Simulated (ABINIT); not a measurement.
## SiC (P6_3mc): G0W0 with ABINIT, start to end

Aim: the G0W0 gap of SiC (P6_3mc) on PBE, step by step.

Program: ABINIT 10.8.3. Level of theory: PBE and many-body steps on it, plane waves. Results are calculated unless marked as measured.

**Experimental background.**

- Gap 3.33 eV: band gap at cryogenic temperature; bulk crystal (literature value) (quoted in “Silicon carbide diodes for neutron detection”, 2020, arxiv:2009.14696).

Report form: the programs' logs are mostly left out.

## 1. The structure

It takes space group P6_3mc (No. 186, hexagonal). The conventional cell has a = 3.074 Å, b = 3.074 Å, c = 5.045 Å, α = 90.00°, β = 90.00°, γ = 120.00°. Si has 4 C at 1.88 to 1.90 Å nearest. Nearest to C lie 4 Si at 1.88 to 1.90 Å. Farther neighbours are not listed.

The cell and positions are those that the Materials Project relaxed with its own functionals (PBE, PBE+U or r2SCAN), kept fixed.

## 2. Ground state

This step: ABINIT 10.8.3; DFT, PBE, plane waves, norm-conserving pseudopotentials.

The ground-state density comes first.

Contents of run.abi:

```
acell 3*1.0 Angstrom
rprim 
  3.073513928196 0.000000000001 0.000000000000
  -1.536756964099 2.661741140703 0.000000000000
  0.000000000000 0.000000000000 5.045247710000
ntypat 2
znucl 14 6
natom 4
typat 1 1 2 2
xred 
  0.333333333333 0.666666666667 0.499602400000
  0.666666666667 0.333333333333 0.999602400000
  0.333333333333 0.666666666667 0.875397600000
  0.666666666667 0.333333333333 0.375397600000
pp_dirpath "pseudos"
pseudos "Si.upf, C.upf"
ecut 37
ngkpt 6 6 4
nshiftk 1
shiftk 0 0 0
kptopt 1
chksymbreak 0
nband 14
occopt 1
tolvrs 1e-10
nstep 60
prtwf 0
optforces 0
optstress 0
indata_prefix "in"
outdata_prefix "out"
tmpdata_prefix "tmp"
```

The run is started by

```bash
> OMP_NUM_THREADS=1 mpirun -n 4 abinit run.abi > log
```

Elapsed: 8 s, on 4 MPI ranks of Arm Neoverse V1, shared host; peak memory 0.28 GiB.

This step gave:

* total energy: -558.8875 eV
* gap: 2.275 eV
* k of the valence top: 0, 0, 0
* k of the conduction bottom: 0.3333, 0.3333, 0
* least direct gap: 3.985 eV

The gap is indirect, with the least direct gap 1.71 eV higher.

## 3. Bands along the symmetry lines

Levels along a band path, at the cheap level, show where the edges lie and whether the meshes to come will hold them.

Contents of run.abi:

```
acell 3*1.0 Angstrom
rprim 
  3.073513928196 0.000000000001 0.000000000000
  -1.536756964099 2.661741140703 0.000000000000
  0.000000000000 0.000000000000 5.045247710000
ntypat 2
znucl 14 6
natom 4
typat 1 1 2 2
xred 
  0.333333333333 0.666666666667 0.499602400000
  0.666666666667 0.333333333333 0.999602400000
  0.333333333333 0.666666666667 0.875397600000
  0.666666666667 0.333333333333 0.375397600000
pp_dirpath "pseudos"
pseudos "Si.upf, C.upf"
ecut 37
iscf -2
irdden 1
kptopt 0
nkpt 75
kpt 
  0.00000000 0.00000000 0.00000000
  0.06250000 0.00000000 0.00000000
  0.12500000 0.00000000 0.00000000
  0.18750000 0.00000000 0.00000000
  0.25000000 0.00000000 0.00000000
  0.31250000 0.00000000 0.00000000
  0.37500000 0.00000000 0.00000000
  0.43750000 0.00000000 0.00000000
  0.50000000 0.00000000 0.00000000
  0.47916667 0.04166667 0.00000000
  0.45833333 0.08333333 0.00000000
  0.43750000 0.12500000 0.00000000
  0.41666666 0.16666666 0.00000000
  0.39583333 0.20833333 0.00000000
  0.37500000 0.25000000 0.00000000
  0.35416666 0.29166666 0.00000000
  0.33333333 0.33333333 0.00000000
  0.29166666 0.29166666 0.00000000
  0.25000000 0.25000000 0.00000000
  0.20833333 0.20833333 0.00000000
  0.16666666 0.16666666 0.00000000
  0.12500000 0.12500000 0.00000000
  0.08333333 0.08333333 0.00000000
  0.04166667 0.04166667 0.00000000
  0.00000000 0.00000000 0.00000000
  0.00000000 0.00000000 0.06250000
  0.00000000 0.00000000 0.12500000
  0.00000000 0.00000000 0.18750000
  0.00000000 0.00000000 0.25000000
  0.00000000 0.00000000 0.31250000
  0.00000000 0.00000000 0.37500000
  0.00000000 0.00000000 0.43750000
  0.00000000 0.00000000 0.50000000
  0.06250000 0.00000000 0.50000000
  0.12500000 0.00000000 0.50000000
  0.18750000 0.00000000 0.50000000
  0.25000000 0.00000000 0.50000000
  0.31250000 0.00000000 0.50000000
  0.37500000 0.00000000 0.50000000
  0.43750000 0.00000000 0.50000000
  0.50000000 0.00000000 0.50000000
  0.47916667 0.04166667 0.50000000
  0.45833333 0.08333333 0.50000000
  0.43750000 0.12500000 0.50000000
  0.41666666 0.16666666 0.50000000
  0.39583333 0.20833333 0.50000000
  0.37500000 0.25000000 0.50000000
  0.35416666 0.29166666 0.50000000
  0.33333333 0.33333333 0.50000000
  0.29166666 0.29166666 0.50000000
  0.25000000 0.25000000 0.50000000
  0.20833333 0.20833333 0.50000000
  0.16666666 0.16666666 0.50000000
  0.12500000 0.12500000 0.50000000
  0.08333333 0.08333333 0.50000000
  0.04166667 0.04166667 0.50000000
  0.00000000 0.00000000 0.50000000
  0.50000000 0.00000000 0.50000000
  0.50000000 0.00000000 0.43750000
  0.50000000 0.00000000 0.37500000
  0.50000000 0.00000000 0.31250000
  0.50000000 0.00000000 0.25000000
  0.50000000 0.00000000 0.18750000
  0.50000000 0.00000000 0.12500000
  0.50000000 0.00000000 0.06250000
  0.50000000 -0.00000000 0.00000000
  0.33333333 0.33333333 0.50000000
  0.33333333 0.33333333 0.43750000
  0.33333333 0.33333333 0.37500000
  0.33333333 0.33333333 0.31250000
  0.33333333 0.33333333 0.25000000
  0.33333333 0.33333333 0.18750000
  0.33333333 0.33333333 0.12500000
  0.33333333 0.33333333 0.06250000
  0.33333333 0.33333333 0.00000000
istwfk *1
nband 15
nbdbuf 2
tolwfr 1e-08
nstep 40
prtwf 0
prtvol 0
indata_prefix "in"
outdata_prefix "out"
tmpdata_prefix "tmp"
```

Wall time 13 s (4 MPI ranks); peak memory 0.29 GiB; 52 s of CPU time.

This step gave:

```
gap                        : 2.275 eV
k of the valence top       : 0, 0, 0
k of the conduction bottom : 0.3333, 0.3333, 0
least direct gap           : 3.985 eV
```

The gap is 2.275 eV, as in the run before at this level.

Electronic bands along the path, in eV, zero at the top of the highest filled band; v1 is the highest filled band, c1 the lowest empty one:

```
    point     v4     v3     v2     v1    c1    c2    c3    c4
        Γ  -1.32  -0.11   0.00   0.00  4.82  6.22  6.68  6.68
  halfway  -2.97  -2.53  -1.02  -0.61  4.06  5.85  7.26  7.67
        M  -5.45  -3.33  -3.30  -1.20  2.79  4.23  6.90  7.14
  halfway  -5.40  -4.67  -3.37  -2.55  3.20  5.17  7.69  8.51
        K  -6.27  -4.05  -4.05  -3.84  2.28  8.18  8.87  8.87
  halfway  -4.15  -2.82  -1.45  -1.25  5.07  5.82  7.01  7.22
        Γ  -1.32  -0.11   0.00   0.00  4.82  6.22  6.68  6.68
  halfway  -1.15  -1.15  -0.22  -0.22  5.10  6.80  6.80  7.04
        A  -0.71  -0.71  -0.71  -0.71  5.91  5.91  7.37  7.37
  halfway  -2.96  -2.96  -1.72  -1.72  4.50  4.50  7.37  7.37
        L  -2.45  -2.45  -2.34  -2.34  3.29  3.29  5.27  5.27
  halfway  -4.26  -4.26  -1.92  -1.92  4.29  4.29  6.37  6.37
        H  -5.66  -5.66  -1.74  -1.74  5.08  5.08  6.02  6.02
  halfway  -3.02  -3.02  -2.50  -2.50  5.18  5.18  7.55  7.55
        A  -0.71  -0.71  -0.71  -0.71  5.91  5.91  7.37  7.37
jump to L  -2.45  -2.45  -2.34  -2.34  3.29  3.29  5.27  5.27
  halfway  -4.15  -3.10  -2.34  -1.63  3.11  3.27  6.64  7.05
        M  -5.45  -3.33  -3.30  -1.20  2.79  4.23  6.90  7.14
jump to H  -5.66  -5.66  -1.74  -1.74  5.08  5.08  6.02  6.02
  halfway  -6.47  -4.52  -2.82  -2.82  3.50  6.58  6.58  7.84
        K  -6.27  -4.05  -4.05  -3.84  2.28  8.18  8.87  8.87
```

## 4. Empty states on the mesh, 3×3×4 mesh, 83 bands

The sums over transitions need many empty states on a uniform mesh; this step solves for them.

Contents of run.abi:

```
acell 3*1.0 Angstrom
rprim 
  3.073513928196 0.000000000001 0.000000000000
  -1.536756964099 2.661741140703 0.000000000000
  0.000000000000 0.000000000000 5.045247710000
ntypat 2
znucl 14 6
natom 4
typat 1 1 2 2
xred 
  0.333333333333 0.666666666667 0.499602400000
  0.666666666667 0.333333333333 0.999602400000
  0.333333333333 0.666666666667 0.875397600000
  0.666666666667 0.333333333333 0.375397600000
pp_dirpath "pseudos"
pseudos "Si.upf, C.upf"
ecut 37
ngkpt 3 3 4
nshiftk 1
shiftk 0 0 0
kptopt 1
chksymbreak 0
irdden 1
istwfk *1
nband 83
prtvol 0
optdriver 6
gwr_task "HDIAGO"
paral_kgb 0
occopt 1
indata_prefix "in"
outdata_prefix "out"
tmpdata_prefix "tmp"
```

Elapsed: 58 s, on 4 MPI ranks; peak memory 2.1 GiB.

This step gave:

```
gap                                                           : 2.275 eV
k of the valence top                                          : 0, 0, 0
k of the conduction bottom                                    : 0.3333, 0.3333, 0
least direct gap                                              : 4.293 eV
k points computed                                             : 9
lowest point of the top converged band, above the valence top : 66.8144 eV
```

On this mesh the gap is 2.275 eV.

## 5. Screening, 3×3×4 mesh, 75 bands, screening to 136.1 eV

The RPA dielectric matrix is built and inverted for each q.

This step: RPA screening on PBE, plane waves, norm-conserving pseudopotentials.

Changes to run.abi since step 4:

```diff
@@ -22,10 +22,11 @@
 chksymbreak 0
-irdden 1
 istwfk *1
-nband 83
-prtvol 0
-optdriver 6
-gwr_task "HDIAGO"
-paral_kgb 0
 occopt 1
+irdwfk 1
+optdriver 3
+nband 75
+ecuteps 5
+inclvkb 2
+awtr 1
+symchi 1
 indata_prefix "in"
```

The job ended after 9.1 s (4 MPI ranks; peak memory 0.51 GiB).

Numbers from this step:

- ε∞ with local fields, on this mesh, along the program's q direction: 9.010
- the same without local fields: 9.851
- plasma frequency: 23.12 eV
- plane waves in the screening matrix: 135

Local fields lower ε∞ by 9 %. On a Γ-centred mesh this coarse the value itself is usually too large, while a short band sum pulls it down.

## 6. Self-energy, 3×3×4 mesh, 75 bands, screening to 136.1 eV

The self-energy is evaluated for the states that the input lists, and the levels follow from it, in one-shot runs by the linearised quasiparticle equation.

This step: G0W0 on PBE, plane waves, norm-conserving pseudopotentials.

Changes to run.abi since step 5:

```diff
@@ -25,8 +25,19 @@
 irdwfk 1
-optdriver 3
+optdriver 4
 nband 75
+gwcalctyp 0
+ecutsigx 37
+symsigma 1
+nkptgw 3
+kptgw 
+  0.0000000000 0.0000000000 0.0000000000
+  0.3333333333 0.3333333333 0.0000000000
+  0.3333333333 0.0000000000 0.0000000000
+bdgw 
+  7 10
+  6 10
+  7 10
 ecuteps 5
-inclvkb 2
-awtr 1
-symchi 1
+irdscr 1
+ppmodel 1
 indata_prefix "in"
```

Elapsed: 5.8 s, on 4 MPI ranks; peak memory 0.46 GiB.

Numbers from this step:

```
G0W0 gap on the points computed              : 2.791 eV
starting gap on the mesh                     : 2.275 eV
k of the valence top                         : 0, 0, 0
k of the conduction bottom                   : 0.3333, 0.3333, 0
Z at the valence top                         : 0.801
Z at the conduction bottom                   : 0.834
least direct G0W0 gap on the computed points : 5.095 eV
```

The gap on the mesh goes from 2.28 eV to 2.79 eV, a correction of +0.52 eV.

Limits: finite bands, cutoff and mesh; coarse k mesh. v1 is the top filled band, c1 the lowest empty one. Levels before and after the correction, in eV, zero at the valence-band top of each column:

```
           conduction bottom  valence top
Kohn-Sham               2.28         0.00
     G0W0               2.79         0.00
```

```
                           level  energy (eV)
Kohn-Sham                Γ v2-v1        0.000
Kohn-Sham                   Γ c1        4.820
Kohn-Sham                   Γ c2        6.220
Kohn-Sham  (0.333 0.333 0) v3-v2       -4.053
Kohn-Sham     (0.333 0.333 0) v1       -3.842
Kohn-Sham     (0.333 0.333 0) c1        2.275
Kohn-Sham     (0.333 0.333 0) c2        8.182
     G0W0                Γ v2-v1        0.000
     G0W0                   Γ c1        5.660
     G0W0                   Γ c2        7.006
     G0W0  (0.333 0.333 0) v3-v2       -4.451
     G0W0     (0.333 0.333 0) v1       -4.252
     G0W0     (0.333 0.333 0) c1        2.791
     G0W0     (0.333 0.333 0) c2        9.217
```

## 7. Where the time went

Times are wall times on 4 MPI ranks of Arm Neoverse V1, shared host, good to a factor of about two.

```
                          step   time  share  memory (GiB)
                  ground state    8 s    9 %          0.28
bands along the symmetry lines   13 s   14 %          0.29
      empty states on the mesh   58 s   62 %           2.1
                     screening  9.1 s   10 %          0.51
                   self-energy  5.8 s    6 %          0.46
```

## 8. Results

```json
{"PBE gap": "2.28 eV, indirect", "G0W0 gap on the mesh": "2.79 eV", "GW settings": "3×3×4 mesh, 75 bands, screening to 136.1 eV, Godby-Needs plasmon pole", "known limits": "not at the basis limit; coarse k mesh"}
```

What this shows: G0W0 moves the gap on the mesh from 2.28 eV to 2.79 eV (+0.52 eV), with Z of 0.80 and 0.83 at the edges. Local fields lower the RPA ε∞ on this mesh from 9.85 to 9.01; a Γ-centred mesh this coarse tends to raise both, most where the direct gap is narrow, while a short band sum lowers them. Only 3 of the mesh's irreducible points were corrected, so a valley elsewhere could overtake. The dearest step here is «empty states on the mesh». Against experiment, by G0W0@PBE: the gap of 2.79 eV lies −0.54 eV from the measured 3.33 eV (kind not stated, quoted 2020). The calculation has static nuclei and no excitons; a measured gap holds zero-point and thermal motion, which mostly lowers it. Bands and cutoff are finite, so the gap is not at the basis limit. The miss can reach some tenths of an eV and take either sign; the mesh is an error of its own. In the G0W0 run levels were corrected at 3 k points alone, so a gap called «on the mesh» is the least over those, and an edge elsewhere would be missed. The 3×3×4 mesh is coarse for this cell, which bears on the long-range parts of exchange and screening.

[Paths, hosts, dates, memory and timing lines, banners, echoed tables and standing remarks are left out of the program output.]

[Logs are printed without paths, hosts, clocks, repeated set-up lines and the standing remarks that a program may print on its own settings, such as how far it seeks lower states.]

[Runs of the session that timed out or met a known fault of the program may be left out.]

[Hosts, paths, dates, database ids (printed as entryN), source tags and the programs' standing remarks are cut or masked in the printed files.]

[G0W0 gaps are taken among the corrected bands and points alone; a level outside them can change the order at an edge.]

[Where Ansatz stands beside ABINIT at settings called matched, ABINIT's density can come from a denser mesh and the files from another edition; pairs whose starting gaps differed by over 0.03 eV were left out, so agreement reads better than it is.]
